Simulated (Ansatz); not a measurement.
**Resistivity from frozen vibrations: Ir(111) with 4 thermally displaced layers, 2x2**

Wanted: the phonon-limited resistivity of Ir at 80 K by the Landauer route.

Main program and level: Ansatz 0.2.0; Ansatz plane-wave DFT, PBE, PAW files; ballistic transport by layer matching (Landauer), zero bias; PAW set soft_1.

Report form: the programs' logs are mostly left out.

**1. The structure**

The cell holds 40 atoms: 40 Ir. Cell: a = 5.430 Å, b = 5.430 Å, c = 22.222 Å, α = 93.5°, β = 86.5°, γ = 120.0°. It derives from Ir. Regions: lead, 24 atoms (24 Ir); scattering region, 16 atoms (16 Ir). The structure is stacked along c, and the current runs across the ab planes.

**2. With 4 displaced layers**

Each atom of 4 layers is moved at random, by amounts drawn from a normal law 0.0236 Å wide in each direction from the Debye model (420 K) at 80 K. The layers about the cell's end stay perfect and serve as the lead. Disorder leaves little or no symmetry, which makes such runs dear. Energies from -0.05 to 0.05 eV in steps of 0.05 eV are too few for the program's thermal sum, so it prints no conductance; for a metal the transmission near the Fermi level serves, at a fraction of the cost.

Contents of input.yaml:

```yaml
crystal:
  lattice:
    - [5.4297315514, 0.0, 0.0]
    - [-2.7148657757, 4.7022854592, 0.0]
    - [1.3574328878, -0.7837142432, 22.1667862353]
  atoms:
    - { symbol: Ir, position: [0.9916666667, 0.0083333333, 0.05] }
    - { symbol: Ir, position: [0.9916666667, 0.5083333333, 0.05] }
    - { symbol: Ir, position: [0.4916666667, 0.0083333333, 0.05] }
    - { symbol: Ir, position: [0.4916666667, 0.5083333333, 0.05] }
    - { symbol: Ir, position: [0.1416666667, 0.3583333333, 0.15] }
    - { symbol: Ir, position: [0.1416666667, 0.8583333333, 0.15] }
    - { symbol: Ir, position: [0.6416666667, 0.3583333333, 0.15] }
    - { symbol: Ir, position: [0.6416666667, 0.8583333333, 0.15] }
[... 28 atom lines left out ...]
    - { symbol: Ir, position: [0.8416666667, 0.1583333333, 0.95] }
    - { symbol: Ir, position: [0.8416666667, 0.6583333333, 0.95] }
    - { symbol: Ir, position: [0.3416666667, 0.1583333333, 0.95] }
    - { symbol: Ir, position: [0.3416666667, 0.6583333333, 0.95] }
kpoints:
  mp_grid: { grid: [5, 5, 1] }
hamiltonian:
  xc: pbe
  pseudopotentials: { kind: paw, azcp: { folder: soft_1 } }
scf:
  occupations: { method: fermi_dirac, width: 0.1 }
output:
  transmission:
    leads: [[0, 4]]
    kmesh: [10, 10]
    e_range: [-0.05, 0.05]
    de: 0.05
  write_potential: true
  write_density: true
  volumetric_format: npy
  elf: true
```

On the command line:

```sh
> ansatz run input.yaml --threads 8 --pin off --max-ram 15360MiB --backend cpu --events-out ev --progress --plain --runs-dir out
```

It took 7.8 min on 8 threads of Arm Neoverse N1, shared host; peak memory 8.4 GiB.

Numbers from this step:

```
free energy                                    : -477473.5631 eV
energy at zero smearing                        : -477472.9832 eV
Fermi energy                                   : 25.82 eV
cell area                                      : 25.53 Å²
transmission per spin nearest the Fermi level  : 5.687
open channels per spin nearest the Fermi level : 5.78
step of the lead's potential                   : 3.3 meV
```

Per spin. The transmission, zone mean by energy, zero at the Fermi level:

| energy (eV) | transmission, zone mean |
| --- | --- |
| -0.0500 | 5.80 |
| 0.0000 | 5.69 |
| 0.0500 | 5.98 |

Per spin. The open channels, zone mean, lead by energy, zero at the Fermi level:

| energy (eV) | open channels, zone mean, lead |
| --- | --- |
| -0.0500 | 5.9 |
| 0.0000 | 5.78 |
| 0.0500 | 6.14 |

Transmission over k1 and k2. At 0.0000 eV from the Fermi level.

Ten even steps from '_' (3.94) to '@' (7.93):
```
====::__::==========
::::==####==::::====
::__##::::::##__::==
==::##::@@@@::##::==
======::@@@@@@::====
====::##::@@@@::##::
::==::__##::::::##__
::====::::==####==::
============::__::==
++==::::======::::==
```
Columns: k1 (b1) from -0.5 to 0.4; rows upwards: k2 (b2) from -0.5 to 0.4.

Open channels over k1 and k2. At 0.0000 eV from the Fermi level.

Ten even steps from '0' (4.00) to '9' (8.00):
```
5520255555
2257752255
2072227025
5272992725
5552999255
5527299272
2520722270
2552257752
5555552025
5522555225
```
Columns: k1 (b1) from -0.5 to 0.4; rows upwards: k2 (b2) from -0.5 to 0.4.

ELF in the ca plane at fractional y = 0.616, with atoms of Ir within 0.2 Å of it. It is the smooth field of the valence electrons, not physical close to the nuclei.

Values, 8 rows by 16 columns, each cell a mean:
```
0.31 0.25 0.32 0.30 0.49 0.46 0.31 0.26 0.21 0.30 0.35 0.53 0.38 0.30 0.22 0.27
0.28 0.31 0.54 0.38 0.32 0.31 0.29 0.29 0.29 0.33 0.32 0.51 0.35 0.29 0.22 0.26
0.32 0.30 0.51 0.36 0.30 0.27 0.28 0.30 0.35 0.48 0.29 0.30 0.28 0.40 0.32 0.30
0.28 0.22 0.29 0.30 0.48 0.43 0.31 0.29 0.27 0.32 0.31 0.41 0.31 0.37 0.32 0.30
0.31 0.25 0.32 0.30 0.50 0.46 0.30 0.26 0.20 0.30 0.34 0.53 0.38 0.29 0.22 0.27
0.28 0.32 0.54 0.38 0.33 0.32 0.28 0.29 0.29 0.33 0.33 0.52 0.36 0.29 0.22 0.26
0.32 0.30 0.51 0.37 0.31 0.29 0.28 0.29 0.36 0.48 0.29 0.32 0.29 0.40 0.32 0.30
0.28 0.22 0.29 0.30 0.49 0.44 0.30 0.29 0.27 0.33 0.31 0.43 0.32 0.37 0.32 0.30
```
Columns run along c (16.0 Å, from fractional 0.14 to 0.86 of the cell), rows up along a (5.4 Å). Atoms in or near the plane, at fractional coordinates: Ir at (0.65, 0.89), Ir at (0.65, 0.39).

Valence density in the ca plane at fractional y = 0.616, with atoms of Ir within 0.2 Å of it. It is the smooth field of the valence electrons, not physical close to the nuclei.

Ten even steps from '0' (0.2 e/Å³) to '9' (9.3 e/Å³), each cell a mean:
```
00000000000268620000000000000169830000000000
00000011000035310000000000000169840000000000
00000145300001000000000000000025520000000000
00000257410000000000000012100001100000000000
00000134200000000000000023200000000012100000
00000000000022100000000011100000000012200001
00000000000267510000000000000023210001000000
00000000000278620000000000000159730000000000
00000011000135310000000000000169940000000000
00000145300001000000000000000036520000000000
00000257410000000000000012100001100000000000
00000134200000000000000023200000000012100000
00000000000023100000000012100000000012200001
00000000000268510000000000000024310001000000
```
Columns run along c (16.0 Å, from fractional 0.14 to 0.86 of the cell), rows up along a (5.4 Å). Atoms in or near the plane, at fractional coordinates: Ir at (0.65, 0.89), Ir at (0.65, 0.39).

Electrostatic potential energy in the ca plane at fractional y = 0.616, with atoms of Ir within 0.2 Å of it. With pseudopotentials it is smooth inside the atoms' cores, unlike the true potential.

Ten even steps from '0' (-42 eV) to '9' (27 eV), each cell a mean:
```
99999999998400048999999999999500037999999999
99999855789731369999999999999500027999999999
99998510379977799998999987899731148999999999
99998400269999999987899853589986789987799998
99999732479988999987899742479999999864579987
99999977899743589998899865689988899864479976
98999999998400159999999998899842379986789987
99999999998400048999999999999510037999999999
99999855789621269999999999999500027999999999
99998510379976789999999987899730148999999999
99998400269999999988899853589976689987799998
99999632479988899987899742479999999864579987
99999977899743589998899864589987899864479976
98999999998400158999999988899742369986789987
```
Columns run along c (16.0 Å, from fractional 0.14 to 0.86 of the cell; values clipped at the 3rd and 97th percentile), rows up along a (5.4 Å). Atoms in or near the plane, at fractional coordinates: Ir at (0.65, 0.89), Ir at (0.65, 0.39).

Over the solved energies the transmission per spin lies between 5.69 and 5.98, out of 5.94 channels of the lead on average (up to 6.14).

**3. With 8 displaced layers**

Each atom of 8 layers is moved at random, by amounts drawn from a normal law 0.0236 Å wide in each direction from the Debye model (420 K) at 80 K. A fresh draw is used; the growth of the resistance with length is what counts.

System of this step: Ir(111) with 8 thermally displaced layers, 2x2. The cell holds 56 atoms: 56 Ir. Cell: a = 5.430 Å, b = 5.430 Å, c = 31.073 Å, α = 87.5°, β = 92.5°, γ = 120.0°. It derives from Ir. Regions: lead, 24 atoms (24 Ir); scattering region, 32 atoms (32 Ir). The structure is stacked along c, and the current runs across the ab planes.

Contents of input.yaml:

```yaml
crystal:
  lattice:
    - [5.4297315514, 0.0, 0.0]
    - [-2.7148657757, 4.7022854592, 0.0]
    - [-1.3574328878, 0.7837142432, 31.0335007294]
  atoms:
    - { symbol: Ir, position: [0.005952381, 0.994047619, 0.0357142857] }
    - { symbol: Ir, position: [0.005952381, 0.494047619, 0.0357142857] }
    - { symbol: Ir, position: [0.505952381, 0.994047619, 0.0357142857] }
    - { symbol: Ir, position: [0.505952381, 0.494047619, 0.0357142857] }
    - { symbol: Ir, position: [0.1845238095, 0.3154761905, 0.1071428571] }
    - { symbol: Ir, position: [0.1845238095, 0.8154761905, 0.1071428571] }
    - { symbol: Ir, position: [0.6845238095, 0.3154761905, 0.1071428571] }
    - { symbol: Ir, position: [0.6845238095, 0.8154761905, 0.1071428571] }
[... 44 atom lines left out ...]
    - { symbol: Ir, position: [0.3273809524, 0.1726190476, 0.9642857143] }
    - { symbol: Ir, position: [0.3273809524, 0.6726190476, 0.9642857143] }
    - { symbol: Ir, position: [0.8273809524, 0.1726190476, 0.9642857143] }
    - { symbol: Ir, position: [0.8273809524, 0.6726190476, 0.9642857143] }
kpoints:
  mp_grid: { grid: [5, 5, 1] }
hamiltonian:
  xc: pbe
  pseudopotentials: { kind: paw, azcp: { folder: soft_1 } }
scf:
  occupations: { method: fermi_dirac, width: 0.1 }
output:
  transmission:
    leads: [[0, 4]]
    kmesh: [10, 10]
    e_range: [-0.05, 0.05]
    de: 0.05
  write_potential: true
  write_density: true
  volumetric_format: npy
```

The job ended after 16 min (8 threads; peak memory 8.3 GiB).

Numbers from this step:

| Quantity | Value |
| --- | --- |
| free energy | -668462.7513 eV |
| energy at zero smearing | -668461.8938 eV |
| transmission per spin nearest the Fermi level | 5.513 |
| step of the lead's potential | 2.4 meV |

Per spin. Transmission, zone mean against energy, zero at the Fermi level:

| energy (eV) | transmission, zone mean |
| --- | --- |
| -0.0500 | 5.63 |
| 0.0000 | 5.51 |
| 0.0500 | 5.78 |

Over the solved energies the transmission per spin lies between 5.51 and 5.78, out of 5.94 channels of the lead on average (up to 6.14).

**4. With 12 displaced layers**

Each atom of 12 layers is moved at random, by amounts drawn from a normal law 0.0236 Å wide in each direction from the Debye model (420 K) at 80 K. A fresh draw is used; the growth of the resistance with length is what counts.

System of this step: Ir(111) with 12 thermally displaced layers, 2x2. The cell holds 72 atoms: 72 Ir. Cell: a = 5.430 Å, b = 5.430 Å, c = 39.900 Å, α = 90.0°, β = 90.0°, γ = 120.0°. It derives from Ir. Regions: lead, 24 atoms (24 Ir); scattering region, 48 atoms (48 Ir). The structure is stacked along c, and the current runs across the ab planes.

Contents of input.yaml:

```yaml
crystal:
  lattice:
    - [5.4297315514, 0.0, 0.0]
    - [-2.7148657757, 4.7022854592, 0.0]
    - [0.0, 0.0, 39.9002152235]
  atoms:
    - { symbol: Ir, position: [0.0, 0.0, 0.0277777778] }
    - { symbol: Ir, position: [0.0, 0.5, 0.0277777778] }
    - { symbol: Ir, position: [0.5, 0.0, 0.0277777778] }
    - { symbol: Ir, position: [0.5, 0.5, 0.0277777778] }
    - { symbol: Ir, position: [0.1666666667, 0.3333333333, 0.0833333333] }
    - { symbol: Ir, position: [0.1666666667, 0.8333333333, 0.0833333333] }
    - { symbol: Ir, position: [0.6666666667, 0.3333333333, 0.0833333333] }
    - { symbol: Ir, position: [0.6666666667, 0.8333333333, 0.0833333333] }
[... 60 atom lines left out ...]
    - { symbol: Ir, position: [0.3333333333, 0.1666666667, 0.9722222222] }
    - { symbol: Ir, position: [0.3333333333, 0.6666666667, 0.9722222222] }
    - { symbol: Ir, position: [0.8333333333, 0.1666666667, 0.9722222222] }
    - { symbol: Ir, position: [0.8333333333, 0.6666666667, 0.9722222222] }
kpoints:
  mp_grid: { grid: [5, 5, 1] }
hamiltonian:
  xc: pbe
  pseudopotentials: { kind: paw, azcp: { folder: soft_1 } }
scf:
  occupations: { method: fermi_dirac, width: 0.1 }
output:
  transmission:
    leads: [[0, 4]]
    kmesh: [10, 10]
    e_range: [-0.05, 0.05]
    de: 0.05
  write_potential: true
  write_density: true
  volumetric_format: npy
```

Elapsed: 27 min, on 8 threads; peak memory 7.6 GiB; 2.7 h of CPU time.

This step gave:

- free energy: -859451.9566 eV
- energy at zero smearing: -859450.8635 eV
- Fermi energy: 25.83 eV
- transmission per spin nearest the Fermi level: 5.364
- open channels per spin nearest the Fermi level: 6.02
- step of the lead's potential: 5.5 meV

Per spin. Transmission, zone mean against energy, zero at the Fermi level:

| energy (eV) | transmission, zone mean |
| --- | --- |
| -0.0500 | 5.47 |
| 0.0000 | 5.36 |
| 0.0500 | 5.60 |

Over the solved energies the transmission per spin lies between 5.36 and 5.60, out of 6.06 channels of the lead on average (up to 6.26).

**5. The fit**

This step: Ansatz plane-wave DFT, PBE, PAW files; ballistic transport by layer matching (Landauer), zero bias; resistivity from the slope of the area resistance; PAW set soft_1 (Ansatz 0.2.0).

This step gave:

| Quantity | Value |
| --- | --- |
| resistivity | 2.608 µΩ cm |
| intercept | -0.01350 fΩ m² |
| scatter about the fit | 0.002419 fΩ m² |

Resistance, by row:

| run | length (Å) | T | channels N | RA (fΩ m²) |
| --- | --- | --- | --- | --- |
| n4 | 8.867 | 5.821 | 5.94 | 0.01133 |
| n8 | 17.73 | 5.642 | 5.94 | 0.02932 |
| n12 | 26.6 | 5.48 | 6.06 | 0.05758 |

Area resistance against length of the displaced region:

| length of the displaced region (Å) | area resistance (fΩ m²) |
| --- | --- |
| 8.87 | 0.0113 |
| 17.73 | 0.0293 |
| 26.60 | 0.0576 |

The area resistance goes from 0.011 to 0.058 fΩ m² between 8.9 and 26.6 Å, a slope of 2.6 µΩ cm.

By hand from the end points: (0.05758 − 0.01133) fΩ m² / (26.60 − 8.87) Å = 2.6 µΩ cm, since 1 fΩ m² per Å is 1000 µΩ cm.

**6. Outcome**

| Property | Result |
| --- | --- |
| resistivity from the slope | 2.61 µΩ cm |
| area resistance over 8.87 Å | 0.0113 fΩ m² |
| area resistance over 17.7 Å | 0.0293 fΩ m² |
| area resistance over 26.6 Å | 0.0576 fΩ m² |

**Reading.** The slope gives 2.6 µΩ cm. The points scatter by 0.0024 fΩ m² about the line, with one random draw a length in a 2x2 cell, so the slope is a rough value. The mean square of the displacements drawn is 0.78, 0.99 and 1.2 of the nominal one at the three lengths; with each resistance scaled back by that, the slope is 1.9 µΩ cm, the value used below. The lead's own channel count moves between the runs (5.94, 5.94 and 6.06), which shifts RA and the slope too. Read with a model of isotropic scattering on a spherical Fermi surface and the lead's 1.8×10¹⁵ S/m², this slope means a mean free path near 257 Å; over these lengths the model's slope is 1.20 times its bulk resistivity, which would be 1.6 µΩ cm. This far under the Debye temperature the model doesn't describe a real metal: frozen displacements count zero-point motion as scattering and turn electrons through all angles, while in the metal the short-wave phonons freeze out. Spin-orbit coupling is left out, which matters for Ir.

[Logs are printed without paths, hosts, clocks, repeated set-up lines and the standing remarks that a program may print on its own settings, such as how far it seeks lower states.]

[Hosts, paths, dates, database ids (printed as entryN), source tags and the programs' standing remarks are cut or masked in the printed files.]
